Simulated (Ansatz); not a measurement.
# Decaying states in the gap of Li2HfSe3, part 2 of 3

Aim: relax a made-up compound, Li2HfSe3, and see how good a tunnel barrier it would be. It is built by putting Se for O in the Li2HfO3 structure of space group C2/m, with the volume rescaled by atomic radii. The parent structure comes from the Materials Project.

Ansatz 0.2.0; LDA DFT, plane waves, PAW files (the session's first sound run).

So far, gap on the k-mesh (eV): step 3 (band edges) 0.483.

The structure was built from a prototype and need not be the compound's stable phase.

**4. Complex bands**

This step: LDA DFT, plane waves, PAW files; complex bands by layer matching along the plane's normal (Ansatz 0.2.0).

The same crystal is laid in a cell whose first two vectors span the (010) plane (indices of the standard conventional cell, whose axes can be ordered otherwise than in the bulk input). At fixed energy and wavevector in the plane the solver finds all kz, real and complex. A few wavevectors are listed, (0, 0) and (0.5, 0) in units of the plane's reciprocal vectors; the slowest state needn't be among them.

The input, input.yaml:

```yaml
crystal:
  lattice:
    - [3.740095219, 0.0, 0.0]
    - [0.000602418, 11.470437547, 0.0]
    - [-1.8697464, 5.735218774, 2.632192395]
  atoms:
    - { symbol: Li, position: [3.44488e-05, 0.3400187979, 0.0] }
    - { symbol: Li, position: [0.9999655512, 0.6599812021, 0.0] }
    - { symbol: Hf, position: [0.0, 0.0, 0.0] }
    - { symbol: Se, position: [0.4999801368, 0.1617707841, 0.0] }
    - { symbol: Se, position: [0.5, 0.5, 0.0] }
    - { symbol: Se, position: [0.5000198632, 0.8382292159, 0.0] }
kpoints:
  mp_grid: { grid: [8, 8, 8] }
scf:
  occupations: { method: fixed }
hamiltonian:
  xc: lda
output:
  eigenvalues: true
  transmission:
    leads: [[0, 0]]
    kpoints: [[0.0, 0.0], [0.5, 0.0]]
    e_range: [-1.0, 1.48]
    de: 0.05
```

On the command line:

```sh
> ansatz run input.yaml --threads 2 --pin off --max-ram 4096MiB --backend cpu --events-out ev --progress --plain --runs-dir out
```

Numbers of over 12 decimals in the logs are rounded to 6 here.

The program printed:

```text
basis.fft_grid_basis auto: the FFT boxes are laid along the combinations [[1, 0, 0], [-1, 1, -2], [0, 0, 1]] of the cell's own vectors, 3.740, 5.264 and 6.582 Å long. The dense box has 25×36×45 points. Along the cell's own vectors, as sized, it would have 25×80×45, 2.22 times as many. basis.fft_grid_basis: typed keeps the cell's own vectors: state it where this run's energies or levels are differenced outside the engine with another run's, or held beside a run that keeps those vectors.
[...]
Crystal: 6 atoms, lattice volume = 112.922 Å³
Basis set: ecut = 420 eV, 2185 PW (Γ), FFT grids on a1, −a1+a2−2a3, a3
Bands: 48, of which v1, the nominal top of the filled ones, is band 40 counted from 1 (39 counted from 0)
Symmetry: 4 space group operations
[...]
k-points: 150 of 512
[...]
SCF iter   1: F=—  HF=-32037.886162 eV  |F-HF|=—  |Δ(HF+E_count)|=         —  Δρ=5.38e-3  dr2=1.80e-2  ethr=1.77e-3  ⟨swp⟩=4.3  Hψ=20361  notcnv=0  defer=778
[...]
SCF iter   8: F=-32037.873558 eV  HF=-32037.873558 eV  |F-HF|=6.39e-9  |Δ(HF+E_count)|=   3.15e-8  Δρ=2.45e-6  dr2=7.80e-9  ethr=1.25e-10  ⟨swp⟩=9.3  Hψ=25729  notcnv=0
SCF 1 converged in 8 iterations: F = -32037.873558 eV  dr2 = 7.80e-9
[...]
transmission: 4 of 8 steps passed
transmission: 8 of 8 steps passed
SCF converged after 8 iterations
Free energy (F): -32037.873558 eV
[...]
Internal energy: -32037.873558 eV  (E = F + TS)
E sigma→0 (E₀):  -32037.873558 eV
Fermi energy:    9.570901 eV
[...]
--- Band table (eV; the first three rows and the last of 150) ---
  k-point 0: bands = [... 36 lower, 8.4449, 9.4034, 9.4125, 9.5709, 10.5528, 11.1416, 11.7473, 12.1867, ... 4 higher]
  k-point 1: bands = [... 36 lower, 8.2504, 8.3234, 8.9272, 9.0938, 10.5302, 12.0627, 12.3131, 13.5432, ... 4 higher]
  k-point 2: bands = [... 36 lower, 8.1025, 8.2086, 8.7693, 9.1783, 10.3966, 12.7494, 12.9268, 13.6838, ... 4 higher]
  k-point 149: bands = [... 36 lower, 7.3261, 7.7324, 7.8727, 8.3722, 10.0798, 11.2674, 12.3619, 12.6815, ... 4 higher]
--- Transmission ---
  basis      : 379 plane waves across, 4 finite elements along
  points     : 2, as listed
  energies   : 50 from -1.000000 to 1.450000 eV about the Fermi level, 0.050000 eV apart; the leads are filled to 0.241528 eV, and channels, transmission and decay are at 0.250000 eV
  crystal 0  : Li2Hf1Se3, at the sites [0, 0], period 2.6322 Å: whole cells are its period
    offset         : up to 0.0000 Å between an atom of the period and one for which it stands
    channels       : 0.000000e0 a spin
    conductance    : none, the energies end too early or step too widely for 300 K: set another output.transmission.e_range or a lower de, or, where they end at an eighth of basis.ecutwfc, a higher one
    slowest decay  : 0.1066 /Å at (0.0000, 0.0000)
```

Elapsed: 2.4 min, on 2 threads of Arm Neoverse V2, shared host; peak memory 1.5 GiB.

This step gave:

```yaml
free_energy: -32037.8736 eV
gap_on_the_k_mesh: 0.4831 eV
level_to_which_the_leads_are_filled: 0.2415 eV from the Fermi level
decay_constant_at_the_filling_level_zone_centre: 0.1066 Å⁻¹
decay_constant_at_the_filling_level_slowest_listed_point: 0.1066 Å⁻¹
```

K parallel (0, 0); values up to 1.5 1/Å, a degenerate pair printed once or twice; energies at which all values exceed this have no row. Table of Im kz of the slowest decaying states by energy, zero at the highest filled level on the SCF mesh:

```csv
energy (eV),decay 1 (Å⁻¹),decay 2 (Å⁻¹),decay 3 (Å⁻¹),decay 4 (Å⁻¹)
-1.000,0.0188,0.101,0.227,0.286
-0.900,0.118,0.162,0.382,0.594
-0.750,0.137,0.495,0.599,0.616
-0.650,0.146,0.561,0.602,0.613
-0.500,0.157,0.605,0.608,0.653
-0.400,0.163,0.604,0.606,0.679
-0.250,0.170,0.597,0.607,0.630
-0.150,0.0175,0.0492,0.0649,0.173
0.000,0.00381,0.0716,0.0792,0.114
0.100,0.0888,0.0945,0.118,0.136
0.200,0.101,0.126,0.141,0.154
0.350,0.115,0.153,0.162,0.171
0.450,0.122,0.123,0.163,0.170
0.600,0.130,0.171,0.176,0.192
0.700,0.134,0.172,0.176,0.188
0.850,0.138,0.169,0.173,0.183
0.950,0.139,0.164,0.167,0.181
1.100,0.141,0.151,0.154,0.176
1.200,0.139,0.141,0.142,0.173
1.350,0.112,0.117,0.139,0.167
1.450,0.0852,0.0914,0.137,0.162
```

K parallel (0, 0). Table of Re kz of states that move upwards by energy, zero at the highest filled level on the SCF mesh:

```
energy (eV)  channel 1 (Å⁻¹)  channel 2 (Å⁻¹)  channel 3 (Å⁻¹)  channel 4 (Å⁻¹)  channel 5 (Å⁻¹)  channel 6 (Å⁻¹)
     -1.000           -0.953           -0.225                -                -                -                -
     -0.900           -0.933           -0.405           -0.204            0.469                -                -
     -0.750           -0.903           -0.500           -0.342           -0.173            0.504            0.754
     -0.650           -0.881           -0.407           -0.301           -0.153            0.527            0.837
     -0.500           -0.845           -0.311           -0.238           -0.122            0.565            0.923
     -0.400           -0.816           -0.258           -0.193          -0.0995            0.594            0.973
     -0.250           -0.752           -0.184           -0.110          -0.0585            0.660             1.04
     -0.150           -0.134             1.10                -                -                -                -
      0.000                -                -                -                -                -                -
      0.100                -                -                -                -                -                -
      0.200                -                -                -                -                -                -
      0.350                -                -                -                -                -                -
      0.450                -                -                -                -                -                -
      0.600           -0.902                -                -                -                -                -
      0.700           -0.767                -                -                -                -                -
      0.850           -0.559                -                -                -                -                -
      0.950           -0.336                -                -                -                -                -
      1.100                -                -                -                -                -                -
      1.200                -                -                -                -                -                -
      1.350                -                -                -                -                -                -
      1.450                -                -                -                -                -                -
```

K parallel (0.5, 0); values up to 1.5 1/Å, a degenerate pair printed once or twice; energies at which all values exceed this have no row. The Im kz of the slowest decaying states by energy, zero at the highest filled level on the SCF mesh:

```
energy (eV)  decay 1 (Å⁻¹)  decay 2 (Å⁻¹)  decay 3 (Å⁻¹)  decay 4 (Å⁻¹)
     -1.000          0.166          0.212          0.363          0.583
     -0.800         0.0678          0.187          0.217          0.385
     -0.600          0.160          0.195          0.221          0.399
     -0.400          0.194          0.211          0.224          0.408
     -0.200          0.187          0.226          0.249          0.411
      0.000          0.172          0.227          0.280          0.409
      0.200          0.150          0.227          0.307          0.402
      0.400          0.116          0.227          0.331          0.389
      0.600         0.0506          0.225          0.354          0.368
      0.800          0.225          0.337          0.375          0.700
      1.000          0.229          0.289          0.397          0.701
      1.200          0.227          0.419          0.700          0.825
      1.400          0.179          0.440          0.699          0.780
```

At the listed wavevectors the last open channel is at -0.05 eV and the next at +0.50 eV on the grid. At +0.25 eV, the grid energy nearest the filling level (the middle of the gap on the SCF mesh), the slowest state at the listed wavevectors decays with κ = 0.107 Å⁻¹, its amplitude falling by e over 9.4 Å. Through 1 nm of this crystal that state's transmission falls by exp(−2 × 0.107 Å⁻¹ × 10 Å) = 0.12.

**5. Decay over the two-dimensional zone**

The listed points could miss the slowest state, so one energy near mid-gap is solved on a mesh of 16×10.

Changes to input.yaml since step 4:

```diff
@@ -20,6 +20,2 @@
   eigenvalues: true
-  transmission:
-    leads: [[0, 0]]
-    kpoints: [[0.0, 0.0], [0.5, 0.0]]
-    e_range: [-1.0, 1.48]
-    de: 0.05
+  transmission: { leads: [[0, 0]], kmesh: [16, 10], e_range: [0.24, 0.25], de: 0.05 }
```

The program printed:

```text
[...]
Crystal: 6 atoms, lattice volume = 112.922 Å³
Basis set: ecut = 420 eV, 2185 PW (Γ), FFT grids on a1, −a1+a2−2a3, a3
Bands: 48, of which v1, the nominal top of the filled ones, is band 40 counted from 1 (39 counted from 0)
Symmetry: 4 space group operations
[...]
k-points: 150 of 512
[...]
SCF iter   1: F=—  HF=-32037.886162 eV  |F-HF|=—  |Δ(HF+E_count)|=         —  Δρ=5.38e-3  dr2=1.80e-2  ethr=1.77e-3  ⟨swp⟩=4.3  Hψ=20361  notcnv=0  defer=778
[...]
SCF iter   8: F=-32037.873558 eV  HF=-32037.873558 eV  |F-HF|=6.39e-9  |Δ(HF+E_count)|=   3.15e-8  Δρ=2.45e-6  dr2=7.80e-9  ethr=1.25e-10  ⟨swp⟩=9.3  Hψ=25729  notcnv=0
SCF 1 converged in 8 iterations: F = -32037.873558 eV  dr2 = 7.80e-9
[...]
transmission: 48 of 328 steps passed
transmission: 80 of 328 steps passed
[...]
transmission: 328 of 328 steps passed
SCF converged after 8 iterations
Free energy (F): -32037.873558 eV
[...]
Internal energy: -32037.873558 eV  (E = F + TS)
E sigma→0 (E₀):  -32037.873558 eV
Fermi energy:    9.570901 eV
[...]
--- Band table (eV; the first three rows and the last of 150) ---
  k-point 0: bands = [... 36 lower, 8.4449, 9.4034, 9.4125, 9.5709, 10.5528, 11.1416, 11.7473, 12.1867, ... 4 higher]
  k-point 1: bands = [... 36 lower, 8.2504, 8.3234, 8.9272, 9.0938, 10.5302, 12.0627, 12.3131, 13.5432, ... 4 higher]
  k-point 2: bands = [... 36 lower, 8.1025, 8.2086, 8.7693, 9.1783, 10.3966, 12.7494, 12.9268, 13.6838, ... 4 higher]
  k-point 149: bands = [... 36 lower, 7.3261, 7.7324, 7.8727, 8.3722, 10.0798, 11.2674, 12.3619, 12.6815, ... 4 higher]
--- Transmission ---
  basis      : 379 plane waves across, 4 finite elements along
  points     : 82, standing for a mesh of 16 x 10
  energies   : 1 from 0.240000 to 0.240000 eV about the Fermi level; the leads are filled to 0.241528 eV, and channels, transmission and decay are at 0.240000 eV
  crystal 0  : Li2Hf1Se3, at the sites [0, 0], period 2.6322 Å: whole cells are its period
[...]
channels       : 0.000000e0 a spin
    conductance    : none, crystal 0 has no channel at the energies, or these end too early or step too widely for 300 K: set another output.transmission.e_range or a lower de, or, where they end at an eighth of basis.ecutwfc, a higher one
    slowest decay  : 0.1057 /Å at (0.0000, 0.0000)
```

Elapsed: 6.6 min, on 2 threads; peak memory 1.4 GiB.

This step gave:

```yaml
least_decay_constant_on_the_mesh: 0.1057 Å⁻¹
```

Slowest decay constant (1/Å; 0 where a channel is open) over k1 and k2. At 0.2400 eV from the Fermi level.

Ten even steps from '0' (0.106) to '9' (0.229):
```
0179765535567971
1158765525567851
2148765414567841
2138665404566831
3138665303566831
2138665404566831
2148765414567841
1158765525567851
0179765535567971
0279765535567972
```
Columns: k1 (b1) from -0.5 to 0.438; rows upwards: k2 (b2) from -0.5 to 0.4.

The least value on the mesh is 0.106 Å⁻¹ at +0.24 eV. At that energy the listed points give about 0.106 Å⁻¹ by interpolation, so the mesh holds no clearly slower state.

**6. Band edges at another level, cutoff 500 eV**

This step: r2SCAN DFT, plane waves, PAW files (Ansatz 0.2.0).

The edges again with r2SCAN, at the same atoms. Against that run the cutoff is 500 eV against 420.

The input, input.yaml:

```yaml
crystal:
  lattice:
    - [6.0247936402, -2.6321923948, -0.3009112402]
    - [6.0247936402, 2.6321923948, -0.3009112402]
    - [-0.980440307, 0.0, 3.6093003547]
  atoms:
    - { symbol: Li, position: [0.3400187979, 0.3400187979, 0.3400532467] }
    - { symbol: Li, position: [0.6599812021, 0.6599812021, 0.6599467533] }
    - { symbol: Hf, position: [0.0, 0.0, 0.0] }
    - { symbol: Se, position: [0.1617707841, 0.1617707841, 0.6617509209] }
    - { symbol: Se, position: [0.5, 0.5, 0.0] }
    - { symbol: Se, position: [0.8382292159, 0.8382292159, 0.3382490791] }
kpoints:
  mp_grid: { grid: [6, 6, 8] }
  band_path: { path: [VBM, CBM], npoints: 30 }
scf:
  occupations: { method: fixed }
hamiltonian:
  xc: r2scan
output:
  eigenvalues: true
```

The program printed:

```text
[...]
Crystal: 6 atoms, lattice volume = 112.922 Å³
Basis set: ecut = 500 eV, 2851 PW (Γ), exchange–correlation on 192×192×120 points (64 copies of the dense FFT grid, shifted against one another)
Bands: 48, of which v1, the nominal top of the filled ones, is band 40 counted from 1 (39 counted from 0)
Symmetry: 4 space group operations
[...]
k-points: 89 of 288
[...]
SCF iter   1: F=—  HF=-32586.523155 eV  |F-HF|=—  |Δ(HF+E_count)|=         —  Δρ=6.88e-3  dr2=9.46e-2  dr2_τ=6.65e-2  ethr=1.77e-3  ⟨swp⟩=4.1  Hψ=12114  notcnv=0  defer=430
[...]
SCF iter   8: F=-32586.583252 eV  HF=-32586.583252 eV  |F-HF|=1.86e-9  |Δ(HF+E_count)|=   7.06e-8  Δρ=2.84e-6  dr2=1.06e-8  dr2_τ=8.54e-10  ethr=1.25e-10  ⟨swp⟩=9.4  Hψ=15803  notcnv=0
SCF 1 converged in 8 iterations: F = -32586.583252 eV  dr2 = 1.06e-8
[...]
SCF converged after 8 iterations
Free energy (F): -32586.583252 eV
[...]
Internal energy: -32586.583252 eV  (E = F + TS)
E sigma→0 (E₀):  -32586.583252 eV
Fermi energy:    9.590589 eV
[...]
--- Band table (eV; the first three rows and the last of 89) ---
  k-point 0: bands = [... 36 lower, 8.4213, 9.4190, 9.4272, 9.5906, 11.0273, 11.6271, 12.2431, 12.5982, ... 4 higher]
  k-point 1: bands = [... 36 lower, 7.7646, 8.8204, 9.0887, 9.3150, 11.5835, 11.7366, 12.1598, 12.6491, ... 4 higher]
  k-point 2: bands = [... 36 lower, 6.8806, 7.7880, 8.3908, 8.9200, 11.6965, 11.8808, 12.3589, 12.7349, ... 4 higher]
  k-point 88: bands = [... 36 lower, 7.2694, 7.7323, 7.8525, 8.3671, 10.5617, 11.7198, 12.7505, 13.3029, ... 4 higher]
```

Elapsed: 70 s, on 2 threads; peak memory 0.91 GiB.

Numbers from this step:

```
free energy        : -32586.5833 eV
Fermi energy       : 9.591 eV
gap on the k-mesh  : 0.9365 eV
gap on path        : 0.9365 eV, by band count; negative where bands overlap
direct gap on path : 1.011 eV
```

The electronic bands at the labelled points (eV, zero at the Fermi level (highest filled level under fixed occupations); v1 is the highest filled band, c1 the lowest empty one):

| point | v4 | v3 | v2 | v1 | c1 | c2 | c3 | c4 |
| --- | --- | --- | --- | --- | --- | --- | --- | --- |
| VBM | -1.17 | -0.17 | -0.16 | 0.00 | 1.44 | 2.04 | 2.65 | 3.01 |
| halfway | -1.41 | -1.22 | -0.61 | -0.06 | 1.28 | 2.05 | 2.90 | 3.04 |
| CBM | -1.98 | -1.75 | -1.24 | -0.07 | 0.94 | 2.06 | 3.06 | 3.14 |

The searched edges give 0.937 eV, as on the mesh.

For the gap on the k-mesh, step 3 gave 0.483 eV; this run, with r2SCAN and cutoff 500 eV, gives 0.937 eV.

(Continued in part 3 of 3.)

[Logs are printed without paths, hosts, clocks, repeated set-up lines and the standing remarks that a program may print on its own settings, such as how far it seeks lower states.]

[Hosts, paths, dates, database ids (printed as entryN), source tags and the programs' standing remarks are cut or masked in the printed files.]
